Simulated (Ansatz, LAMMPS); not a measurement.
# Glassy Ga2O3 (115 atoms): where an added charge goes

Aim: add and remove one electron in glassy Ga2O3 (115 atoms), with atoms held and relaxed, and read trapping energy and localisation.

Calculated with Ansatz 0.2.0; Kohn-Sham DFT, PBE, PAW (set soft_1), plane waves.

## (1) The structure

The cell holds 115 atoms: 46 Ga and 69 O. Its edges and angles: a = 11.054 Å, b = 11.054 Å, c = 11.054 Å, α = 90.0°, β = 90.0°, γ = 90.0°. 115 atoms (46 Fe, 69 O) placed at random at 4.52 g/cm³, melted at 4500 K for 20 ps at fixed volume with the Morse and Coulomb pair potential with partial charges (Pedone, Malavasi, Menziani, Cormack and Segre, J. Phys. Chem. B 110, 11780 (2006)). Quenched from 4500 K to 300 K at 100 K/ps and fixed volume, held 5 ps. Then Fe was replaced by Ga (the potential has no terms for the new elements, so the cell is a start for a DFT relaxation).

What the set-up can't give: The quench rate of 100 K/ps is orders of magnitude faster than experiment, which tends to freeze in extra defects. The network of bonds at the start is that of the classical potential that made the cell, and needn't be the one that DFT or experiment would give. Sampling is at Γ alone, for a cell whose shortest periodic width is 11 Å.

## (2) Single point at the start

A single point comes first, to see the forces before anything moves.

File input.yaml:

```yaml
crystal:
  lattice:
    - [11.0541, 0.0, 0.0]
    - [0.0, 11.0541, 0.0]
    - [0.0, 0.0, 11.0541]
  atoms:
    - { symbol: Ga, position: [0.28639, 0.47092, 0.01716] }
    - { symbol: Ga, position: [0.80336, 0.76005, 0.54716] }
    - { symbol: Ga, position: [0.77834, 0.43328, 0.07457] }
    - { symbol: Ga, position: [0.14134, 0.3111, 0.18766] }
    - { symbol: Ga, position: [0.46468, 0.40273, 0.2508] }
    - { symbol: Ga, position: [0.47666, 0.6131, 0.49056] }
    - { symbol: Ga, position: [0.99727, 0.83319, 0.02688] }
    - { symbol: Ga, position: [0.41384, 0.30658, 0.50799] }
    - { symbol: Ga, position: [0.93785, 0.1625, 0.96998] }
    - { symbol: Ga, position: [0.7552, 0.9834, 0.04255] }
    - { symbol: Ga, position: [0.82336, 0.45094, 0.80441] }
    - { symbol: Ga, position: [0.13417, 0.75891, 0.33343] }
    - { symbol: Ga, position: [0.92853, 0.20139, 0.70337] }
    - { symbol: Ga, position: [0.22114, 0.515, 0.39761] }
    - { symbol: Ga, position: [0.4024, 0.81778, 0.3187] }
    - { symbol: Ga, position: [0.26345, 0.82255, 0.06673] }
    - { symbol: Ga, position: [0.57897, 0.12679, 0.30292] }
    - { symbol: Ga, position: [0.39711, 0.32388, 0.83579] }
    - { symbol: Ga, position: [0.26387, 0.82877, 0.60328] }
    - { symbol: Ga, position: [0.60487, 0.66427, 0.72131] }
    - { symbol: Ga, position: [0.07423, 0.00824, 0.20983] }
    - { symbol: Ga, position: [0.28828, 0.04448, 0.35473] }
    - { symbol: Ga, position: [0.84961, 0.30219, 0.27563] }
    - { symbol: Ga, position: [0.01205, 0.94049, 0.51012] }
    - { symbol: Ga, position: [0.53539, 0.94118, 0.116] }
    - { symbol: Ga, position: [0.49386, 0.64523, 0.03214] }
    - { symbol: Ga, position: [0.45587, 0.90114, 0.84629] }
    - { symbol: Ga, position: [0.14468, 0.9533, 0.83086] }
    - { symbol: Ga, position: [0.26207, 0.13559, 0.0222] }
    - { symbol: Ga, position: [0.01871, 0.67561, 0.70739] }
    - { symbol: Ga, position: [0.08913, 0.21057, 0.46616] }
    - { symbol: Ga, position: [0.95048, 0.51683, 0.44344] }
    - { symbol: Ga, position: [0.704, 0.54862, 0.28533] }
    - { symbol: Ga, position: [0.64735, 0.22899, 0.98175] }
    - { symbol: Ga, position: [0.82985, 0.82266, 0.28472] }
    - { symbol: Ga, position: [0.24722, 0.15263, 0.67608] }
    - { symbol: Ga, position: [0.53045, 0.89943, 0.54242] }
    - { symbol: Ga, position: [0.15058, 0.43062, 0.6793] }
    - { symbol: Ga, position: [0.58837, 0.13385, 0.69259] }
    - { symbol: Ga, position: [0.77674, 0.07055, 0.4898] }
    - { symbol: Ga, position: [0.00272, 0.59486, 0.14548] }
    - { symbol: Ga, position: [0.0412, 0.42173, 0.92497] }
    - { symbol: Ga, position: [0.78127, 0.68544, 0.96656] }
    - { symbol: Ga, position: [0.84021, 0.95568, 0.78369] }
    - { symbol: Ga, position: [0.3301, 0.65565, 0.79823] }
    - { symbol: Ga, position: [0.6937, 0.39714, 0.54962] }
    - { symbol: O, position: [0.14677, 0.95218, 0.02545] }
    - { symbol: O, position: [0.06998, 0.77941, 0.8626] }
    - { symbol: O, position: [0.26871, 0.18676, 0.48199] }
    - { symbol: O, position: [0.84924, 0.85732, 0.92348] }
    - { symbol: O, position: [0.26265, 0.39094, 0.2723] }
    - { symbol: O, position: [0.99918, 0.85301, 0.28843] }
    - { symbol: O, position: [0.80425, 0.41781, 0.41906] }
    - { symbol: O, position: [0.77925, 0.10689, 0.93232] }
    - { symbol: O, position: [0.20122, 0.42117, 0.85711] }
    - { symbol: O, position: [0.75138, 0.16492, 0.34588] }
    - { symbol: O, position: [0.24462, 0.89157, 0.25115] }
    - { symbol: O, position: [0.2872, 0.84486, 0.78638] }
    - { symbol: O, position: [0.12147, 0.79226, 0.50064] }
    - { symbol: O, position: [0.66476, 0.38426, 0.196] }
    - { symbol: O, position: [0.93927, 0.12331, 0.53262] }
    - { symbol: O, position: [0.91984, 0.63328, 0.56685] }
    - { symbol: O, position: [0.83864, 0.90674, 0.45094] }
    - { symbol: O, position: [0.11614, 0.73295, 0.1171] }
    - { symbol: O, position: [0.702, 0.90684, 0.18873] }
    - { symbol: O, position: [0.33936, 0.29034, 0.00909] }
    - { symbol: O, position: [0.25434, 0.11205, 0.84479] }
    - { symbol: O, position: [0.54688, 0.51596, 0.35803] }
    - { symbol: O, position: [0.29569, 0.67628, 0.36276] }
    - { symbol: O, position: [0.35294, 0.471, 0.5074] }
    - { symbol: O, position: [0.47692, 0.25539, 0.3462] }
    - { symbol: O, position: [0.57256, 0.27667, 0.58392] }
    - { symbol: O, position: [0.09651, 0.2485, 0.65749] }
    - { symbol: O, position: [0.3506, 0.28005, 0.68106] }
    - { symbol: O, position: [0.70911, 0.39853, 0.92288] }
    - { symbol: O, position: [0.92947, 0.85798, 0.66809] }
    - { symbol: O, position: [0.01608, 0.28592, 0.3129] }
    - { symbol: O, position: [0.37716, 0.96206, 0.00453] }
    [... 31 atom lines left out ...]
    - { symbol: O, position: [0.90594, 0.5347, 0.98564] }
    - { symbol: O, position: [0.09789, 0.43748, 0.50974] }
    - { symbol: O, position: [0.88076, 0.73399, 0.12081] }
    - { symbol: O, position: [0.80299, 0.35737, 0.6652] }
    - { symbol: O, position: [0.92876, 0.00523, 0.10011] }
    - { symbol: O, position: [0.75664, 0.08509, 0.67829] }
kpoints:
  mp_grid: { grid: [1, 1, 1] }
hamiltonian:
  xc: pbe
  pseudopotentials: { kind: paw, azcp: { folder: soft_1 } }
scf:
  occupations: { method: fixed }
output:
  forces: true
```

Started as:

```console
$ ansatz run input.yaml --threads 4 --pin off --max-ram 8192MiB --backend cpu --events-out ev --progress --plain --runs-dir out
```

Numbers of over 12 decimals in the logs are rounded to 6 here.

Log:

```text
Engine: ansatz 0.2.0, aarch64-unknown-linux-gnu
Pseudopotentials: kind: paw
Pseudopotential: Ga, paw, valence charge 13, recommended cutoff 420 eV (normal), soft_1/Ga.paw.azcp
Pseudopotential: O, paw, valence charge 6, recommended cutoff 420 eV (normal), soft_1/O.paw.azcp
Functional definition: PBE
  parameter kappa = 0.804
  parameter beta = 0.066725
  exchange = pbe_x(kappa = kappa, mu = beta*pi^2/3)
  correlation = pbe_c(beta = beta)
Crystal: 115 atoms, lattice volume = 1350.735 Å³
Basis set: ecut = 420 eV, 26529 PW (Γ), exchange–correlation on 150×150×150 points (8 copies of the dense FFT grid, shifted against one another)
Bands: 621, of which v1, the nominal top of the filled ones, is band 506 counted from 1 (505 counted from 0)
Symmetry: 1 space group operations
Space group: P1 (ITA 1), of the structure as read, at distance tolerance 1.1e-4 Å
k-points: 1
Non-local potential: Ga, projectors of the file, l = 0: 2, l = 1: 2, l = 2: 3, l = 3: 1
Non-local potential: O, projectors of the file, l = 0: 2, l = 1: 2, l = 2: 1
PAW form: soft (Blöchl's): semilocal exchange-correlation on the pseudo side does not see the compensation charge
PAW one-centre angular grid: Ga, 590 points (default); XC on 64 Gauss nodes
PAW one-centre angular grid: O, 110 points (default); XC on 64 Gauss nodes
Initial density: superposition of atomic densities (chi_scale 0.1, normalization cell, long waves kept (reshape's long-wave potential 0.10 eV rms))
Initial wavefunctions: pseudopotential atomic-orbital guess
Functional: x = pbe(κ = 0.804, μ = 0.219515), c = pbe(β = 0.066725)
SCF iter   1: F=—  HF=-213210.813516 eV  |F-HF|=—  |Δ(HF+E_count)|=         —  Δρ=1.11e-1  dr2=7.79e1  ethr=3.10e-3  ⟨swp⟩=5.0  Hψ=1724  notcnv=0  defer=107
preconditioner: auto → Resta (q_TF=auto, 2.600 Å⁻¹)  ε∞=4.3  [insulator: Δε(μ)=0.904 eV  Ē_g=17.676 eV  n_scr=388 (ndim 8)  ℏωp=32.1 eV  f_vac=0.023  ε∞_Penn≈4.3]
SCF iter   2: F=—  HF=-213190.648928 eV  |F-HF|=—  |Δ(HF+E_count)|=    2.02e1  Δρ=5.03e-2  dr2=1.64e1  ethr=3.10e-3  ⟨swp⟩=2.0  Hψ=1120  notcnv=0  defer=107
SCF iter   3: F=—  HF=-213184.698712 eV  |F-HF|=—  |Δ(HF+E_count)|=    5.95e0  Δρ=1.58e-2  dr2=2.72e0  ethr=1.62e-3  ⟨swp⟩=3.0  Hψ=1022  notcnv=0  defer=111
SCF iter   4: F=—  HF=-213183.923421 eV  |F-HF|=—  |Δ(HF+E_count)|=   7.75e-1  Δρ=5.06e-3  dr2=3.30e-1  ethr=2.69e-4  ⟨swp⟩=3.0  Hψ=974  notcnv=0  defer=112
SCF iter   5: F=—  HF=-213184.082875 eV  |F-HF|=—  |Δ(HF+E_count)|=   1.59e-1  Δρ=4.02e-3  dr2=1.88e-1  ethr=3.27e-5  ⟨swp⟩=2.0  Hψ=1179  notcnv=0  defer=113
SCF iter   6: F=—  HF=-213184.131678 eV  |F-HF|=—  |Δ(HF+E_count)|=   4.88e-2  Δρ=3.79e-3  dr2=2.04e-1  ethr=1.86e-5  ⟨swp⟩=3.0  Hψ=965  notcnv=0  defer=113
SCF iter   7: F=—  HF=-213184.116657 eV  |F-HF|=—  |Δ(HF+E_count)|=   1.50e-2  Δρ=7.33e-4  dr2=8.24e-3  ethr=1.86e-5  ⟨swp⟩=2.0  Hψ=1116  notcnv=0  defer=113
SCF iter   8: F=—  HF=-213184.119177 eV  |F-HF|=—  |Δ(HF+E_count)|=   2.52e-3  Δρ=3.68e-4  dr2=2.32e-3  ethr=8.14e-7  ⟨swp⟩=2.0  Hψ=963  notcnv=0  defer=113
SCF iter   9: F=—  HF=-213184.120933 eV  |F-HF|=—  |Δ(HF+E_count)|=   1.76e-3  Δρ=1.42e-4  dr2=2.92e-4  ethr=2.29e-7  ⟨swp⟩=2.0  Hψ=963  notcnv=0  defer=109
SCF iter  10: F=—  HF=-213184.121213 eV  |F-HF|=—  |Δ(HF+E_count)|=   2.79e-4  Δρ=1.20e-4  dr2=1.93e-4  ethr=2.89e-8  ⟨swp⟩=2.0  Hψ=963  notcnv=0  defer=107
SCF iter  11: F=—  HF=-213184.121220 eV  |F-HF|=—  |Δ(HF+E_count)|=   7.52e-6  Δρ=4.40e-5  dr2=2.94e-5  ethr=1.91e-8  ⟨swp⟩=2.0  Hψ=961  notcnv=0  defer=107
SCF iter  12: F=—  HF=-213184.119174 eV  |F-HF|=—  |Δ(HF+E_count)|=   2.05e-3  Δρ=2.12e-5  dr2=6.02e-6  ethr=2.90e-9  ⟨swp⟩=2.0  Hψ=953  notcnv=0  defer=107
SCF iter  13: F=—  HF=-213184.119176 eV  |F-HF|=—  |Δ(HF+E_count)|=   1.64e-6  Δρ=9.01e-6  dr2=1.13e-6  ethr=5.95e-10  ⟨swp⟩=2.0  Hψ=975  notcnv=0  defer=107
SCF iter  14: F=—  HF=-213184.119176 eV  |F-HF|=—  |Δ(HF+E_count)|=   6.29e-7  Δρ=4.41e-6  dr2=2.69e-7  ethr=1.12e-10  ⟨swp⟩=2.0  Hψ=968  notcnv=0  defer=107
SCF iter  15: F=-213184.119177 eV  HF=-213184.119177 eV  |F-HF|=2.00e-8  |Δ(HF+E_count)|=   8.16e-8  Δρ=1.94e-6  dr2=5.42e-8  ethr=9.88e-12  ⟨swp⟩=4.0  Hψ=1655  notcnv=0
SCF 1 converged in 15 iterations: F = -213184.119177 eV  dr2 = 5.42e-8
  greatest PAW one-centre occupation: 0.998 electrons in one spin orbital (limit 2), on the Ga atom at site 2 (counted from 0), in its partial waves of l = 2
SCF converged after 15 iterations
Free energy (F): -213184.119177 eV
Harris-Foulkes:  -213184.119177 eV  (|F-HF|=2.00e-8)
Internal energy: -213184.119177 eV  (E = F + TS)
E sigma→0 (E₀):  -213184.119177 eV
Fermi energy:    7.347011 eV
--- Per-component energies (eV) ---
  E_band       = -2611.522914
  E_kinetic    = 16635.544269
  E_local      = -88571.862411  (includes V_loc(G=0)·N_el)
  E_nonlocal   = -412.687113
  E_hartree    = 50441.155928
  E_xc         = -7727.017191
  E_vxc        = -8729.770273  (∫ρ·V_xc dr)
  E_paw        = -103236.039165  (= ΣΔE_a)
  E_vpaw       = -22415.105119  (= ΣTr[D̂ρ^β])
  E_aug_tail   = 0.042929  (compensation charges beyond the density's cutoff)
  E_ewald      = -80313.256421
  E_smearing   = -0.000000  (= −TS)
  E_closure    = 0.000000  (closes the sum)
  Σ components = -213184.119177   (vs F -213184.119177, Δ=0.00e0)
--- Forces (eV/Å), atoms counted from 1 ---
  atom   1  Ga     0.91468129     0.52482392    -0.23366000
  atom   2  Ga     0.97180853    -0.13582156    -0.53134283
  atom   3  Ga     0.23289211     0.04570714    -0.25234198
  atom   4  Ga    -0.90054149    -1.25939758    -0.16457857
  atom   5  Ga     0.61730476     0.21722846    -0.10242592
  atom   6  Ga    -0.20442742    -0.17754400    -0.14536344
  atom   7  Ga     0.48033111     0.36665841    -0.68061467
  atom   8  Ga    -0.31913947    -0.03534828     0.30852931
  atom   9  Ga     0.55729767    -0.37573581     1.83567778
  atom  10  Ga     0.38222796    -1.28227960     0.67530427
  atom  11  Ga    -0.19683603     0.56011723     0.01119903
  atom  12  Ga     0.83024636    -0.11402052    -0.57499414
  atom  13  Ga     0.22903884     0.01147189    -0.25211042
  atom  14  Ga     0.67613969    -0.55787863    -0.58006206
[...]
atom 114  O      0.95690218     0.19709381     0.26137195
  atom 115  O      0.91869902    -0.18560129     0.73976776
  max |Σ_I F_I| component: 5.07e-5 eV/Å
```

It took 32 s on 4 threads of Arm Neoverse V2, shared host; peak memory 2.3 GiB; 2.1 min of CPU time.

In the SCF lines HF is the Harris–Foulkes energy and dr2 the Hartree energy of the density residual, in eV; the loop may stop once dr2 is under the threshold and the program's other checks hold. Hψ counts applications of the Hamiltonian.

The r.m.s. force at the start is 0.63 eV/Å.

## (3) Relaxation

The atoms are relaxed in the fixed cell, aiming at the force tolerance of the input.

File input.yaml:

```yaml
crystal:
  lattice:
    - [11.0541, 0.0, 0.0]
    - [0.0, 11.0541, 0.0]
    - [0.0, 0.0, 11.0541]
  atoms:
    [... the 115 atom lines of step 2 ...]
kpoints:
  mp_grid: { grid: [1, 1, 1] }
hamiltonian:
  xc: pbe
  pseudopotentials: { kind: paw, azcp: { folder: soft_1 } }
scf:
  occupations: { method: fixed }
output:
  forces: true
relax:
  f_tol: 0.05
  max_steps: 120
```

Log:

```text
[...]
Crystal: 115 atoms, lattice volume = 1350.735 Å³
Basis set: ecut = 420 eV, 26529 PW (Γ), exchange–correlation on 150×150×150 points (8 copies of the dense FFT grid, shifted against one another)
Bands: 621, of which v1, the nominal top of the filled ones, is band 506 counted from 1 (505 counted from 0)
Symmetry: 1 space group operations
[...]
k-points: 1
[...]
SCF iter   1: F=—  HF=-213210.813517 eV  |F-HF|=—  |Δ(HF+E_count)|=         —  Δρ=1.11e-1  dr2=7.79e1  ethr=3.10e-3  ⟨swp⟩=5.0  Hψ=1724  notcnv=0  defer=107
[...]
SCF iter  11: F=-213184.119161 eV  HF=-213184.119151 eV  |F-HF|=1.01e-5  |Δ(HF+E_count)|=   1.30e-5  Δρ=4.40e-5  dr2=2.95e-5  ethr=6.18e-9  ⟨swp⟩=2.0  Hψ=2091  notcnv=0
SCF 1 converged in 11 iterations: F = -213184.119161 eV  dr2 = 2.95e-5
[...]
relax step   1: F+E_penalty+E_count = -213184.11916082 eV  Δ(F+E_penalty+E_count) = +0.000e0 eV  max|allowed force component| = 2.220e0 eV/Å  Δτ_max = 0.0000 Å  (11 SCF iters, dr2 threshold 6.25e-5 eV, accepted)
[...]
relax step   2: F+E_penalty+E_count = -213188.26984784 eV  Δ(F+E_penalty+E_count) = -4.151e0 eV  max|allowed force component| = 1.216e0 eV/Å  Δτ_max = 0.1916 Å  (8 SCF iters, dr2 threshold 1.00e-4 eV, accepted)
[...]
relax step   3: F+E_penalty+E_count = -213191.35883387 eV  Δ(F+E_penalty+E_count) = -3.089e0 eV  max|allowed force component| = 6.082e-1 eV/Å  Δτ_max = 0.2000 Å  (8 SCF iters, dr2 threshold 9.24e-5 eV, accepted)
relax step   4: F+E_penalty+E_count = -213192.31768973 eV  Δ(F+E_penalty+E_count) = -9.589e-1 eV  max|allowed force component| = 3.782e-1 eV/Å  Δτ_max = 0.2000 Å  (7 SCF iters, dr2 threshold 9.25e-5 eV, accepted)
relax step   5: F+E_penalty+E_count = -213192.85453950 eV  Δ(F+E_penalty+E_count) = -5.368e-1 eV  max|allowed force component| = 2.276e-1 eV/Å  Δτ_max = 0.2000 Å  (8 SCF iters, dr2 threshold 3.58e-5 eV, accepted)
relax step   6: F+E_penalty+E_count = -213193.20421062 eV  Δ(F+E_penalty+E_count) = -3.497e-1 eV  max|allowed force component| = 1.614e-1 eV/Å  Δτ_max = 0.2000 Å  (8 SCF iters, dr2 threshold 1.88e-5 eV, accepted)
relax step   7: F+E_penalty+E_count = -213193.48924497 eV  Δ(F+E_penalty+E_count) = -2.850e-1 eV  max|allowed force component| = 1.450e-1 eV/Å  Δτ_max = 0.2000 Å  (8 SCF iters, dr2 threshold 9.43e-6 eV, accepted)
relax step   8: F+E_penalty+E_count = -213193.66026186 eV  Δ(F+E_penalty+E_count) = -1.710e-1 eV  max|allowed force component| = 5.587e-1 eV/Å  Δτ_max = 0.1955 Å  (8 SCF iters, dr2 threshold 1.06e-5 eV, accepted)
relax step   9: F+E_penalty+E_count = -213193.93382592 eV  Δ(F+E_penalty+E_count) = -2.736e-1 eV  max|allowed force component| = 1.589e-1 eV/Å  Δτ_max = 0.2000 Å  (7 SCF iters, dr2 threshold 1.00e-4 eV, accepted)
relax step  10: F+E_penalty+E_count = -213194.09892408 eV  Δ(F+E_penalty+E_count) = -1.651e-1 eV  max|allowed force component| = 1.104e-1 eV/Å  Δτ_max = 0.2000 Å  (11 SCF iters, accepted)
relax step  11: F+E_penalty+E_count = -213194.27486332 eV  Δ(F+E_penalty+E_count) = -1.759e-1 eV  max|allowed force component| = 2.652e-1 eV/Å  Δτ_max = 0.2000 Å  (11 SCF iters, accepted)
relax step  12: F+E_penalty+E_count = -213194.41255368 eV  Δ(F+E_penalty+E_count) = -1.377e-1 eV  max|allowed force component| = 5.362e-1 eV/Å  Δτ_max = 0.1912 Å  (8 SCF iters, dr2 threshold 3.39e-5 eV, accepted)
relax step  13: F+E_penalty+E_count = -213194.69639767 eV  Δ(F+E_penalty+E_count) = -2.838e-1 eV  max|allowed force component| = 4.091e-1 eV/Å  Δτ_max = 0.2000 Å  (7 SCF iters, dr2 threshold 1.00e-4 eV, accepted)
relax step  14: F+E_penalty+E_count = -213194.96089739 eV  Δ(F+E_penalty+E_count) = -2.645e-1 eV  max|allowed force component| = 1.348e-1 eV/Å  Δτ_max = 0.2000 Å  (7 SCF iters, dr2 threshold 9.74e-5 eV, accepted)
relax step  15: F+E_penalty+E_count = -213195.05795261 eV  Δ(F+E_penalty+E_count) = -9.706e-2 eV  max|allowed force component| = 3.895e-1 eV/Å  Δτ_max = 0.1999 Å  (11 SCF iters, accepted)
relax step  16: F+E_penalty+E_count = -213195.31934591 eV  Δ(F+E_penalty+E_count) = -2.614e-1 eV  max|allowed force component| = 1.645e-1 eV/Å  Δτ_max = 0.2000 Å  (8 SCF iters, dr2 threshold 1.65e-5 eV, accepted)
relax step  17: F+E_penalty+E_count = -213195.45433783 eV  Δ(F+E_penalty+E_count) = -1.350e-1 eV  max|allowed force component| = 1.120e-1 eV/Å  Δτ_max = 0.2000 Å  (8 SCF iters, dr2 threshold 4.83e-6 eV, accepted)
relax step  18: F+E_penalty+E_count = -213195.46284206 eV  Δ(F+E_penalty+E_count) = -8.504e-3 eV  max|allowed force component| = 6.363e-1 eV/Å  Δτ_max = 0.1952 Å  (11 SCF iters, accepted)
relax step  19: F+E_penalty+E_count = -213195.58858244 eV  Δ(F+E_penalty+E_count) = -1.257e-1 eV  max|allowed force component| = 1.911e-1 eV/Å  Δτ_max = 0.2000 Å  (7 SCF iters, dr2 threshold 1.00e-4 eV, accepted)
relax step  20: F+E_penalty+E_count = -213195.61829323 eV  Δ(F+E_penalty+E_count) = -2.971e-2 eV  max|allowed force component| = 1.157e-1 eV/Å  Δτ_max = 0.2000 Å  (8 SCF iters, dr2 threshold 3.29e-6 eV, accepted)
relax step  21: F+E_penalty+E_count = -213195.62543000 eV  Δ(F+E_penalty+E_count) = -7.137e-3 eV  max|allowed force component| = 5.737e-2 eV/Å  Δτ_max = 0.0425 Å  (9 SCF iters, accepted)
[...]
relax step  22: F+E_penalty+E_count = -213195.62764623 eV  Δ(F+E_penalty+E_count) = -2.216e-3 eV  max|allowed force component| = 2.605e-2 eV/Å  Δτ_max = 0.0385 Å  (9 SCF iters, accepted)
SCF converged after 9 iterations
Free energy (F): -213195.627646 eV
[...]
Internal energy: -213195.627646 eV  (E = F + TS)
E sigma→0 (E₀):  -213195.627646 eV
Fermi energy:    6.946985 eV
[...]
--- Forces (eV/Å), atoms counted from 1 ---
  atom   1  Ga    -0.00635501     0.00574473    -0.00305155
  atom   2  Ga    -0.00018861     0.00519850    -0.00119319
  atom   3  Ga    -0.00101967    -0.00194243     0.00259612
  atom   4  Ga     0.00150437     0.00278904     0.00202490
  atom   5  Ga    -0.00294348     0.00299394     0.00436264
  atom   6  Ga     0.00048212     0.00357023    -0.00593432
  atom   7  Ga     0.01097610    -0.00940061    -0.00070755
  atom   8  Ga    -0.01375475    -0.00386847     0.00097294
  atom   9  Ga    -0.00060724    -0.00056084     0.00099680
  atom  10  Ga     0.01169032    -0.00882960     0.00465068
  atom  11  Ga     0.00046874    -0.01147278     0.02605270
  atom  12  Ga     0.01222211    -0.00681694    -0.00263371
  atom  13  Ga     0.00606905    -0.00731001     0.00500940
  atom  14  Ga    -0.00008447     0.00717641    -0.00830457
[...]
atom 114  O     -0.00686418     0.00184944     0.00129763
  atom 115  O     -0.00828551    -0.00132608    -0.00165523
  max |Σ_I F_I| component: 3.91e-5 eV/Å
--- Relaxed structure (22 steps of the walk, 22 accepted, 0 SCFs on fresh bases) ---
  F+E_penalty+E_count = -213195.62764623 eV   max|allowed force component| = 2.605e-2 eV/Å
  atoms:
    - { symbol: Ga, position: [0.303759, 0.458604, -0.035398] }
    - { symbol: Ga, position: [0.808795, 0.782775, 0.510598] }
    - { symbol: Ga, position: [0.776213, 0.453169, 0.075121] }
    - { symbol: Ga, position: [0.157408, 0.290522, 0.208851] }
[...]
- { symbol: O, position: [0.778449, 0.084479, 0.738523] }
```

The job ended after 8 min (4 threads; peak memory 2.3 GiB).

The relaxation converged after 22 steps, 11.5 eV below its start, with a largest force component of 0.026 eV/Å.

(Continued in part 2 of 4.)

[Logs are printed without paths, hosts, clocks, repeated set-up lines and the standing remarks that a program may print on its own settings, such as how far it seeks lower states.]

[Hosts, paths, dates, database ids (printed as entryN), source tags and the programs' standing remarks are cut or masked in the printed files.]
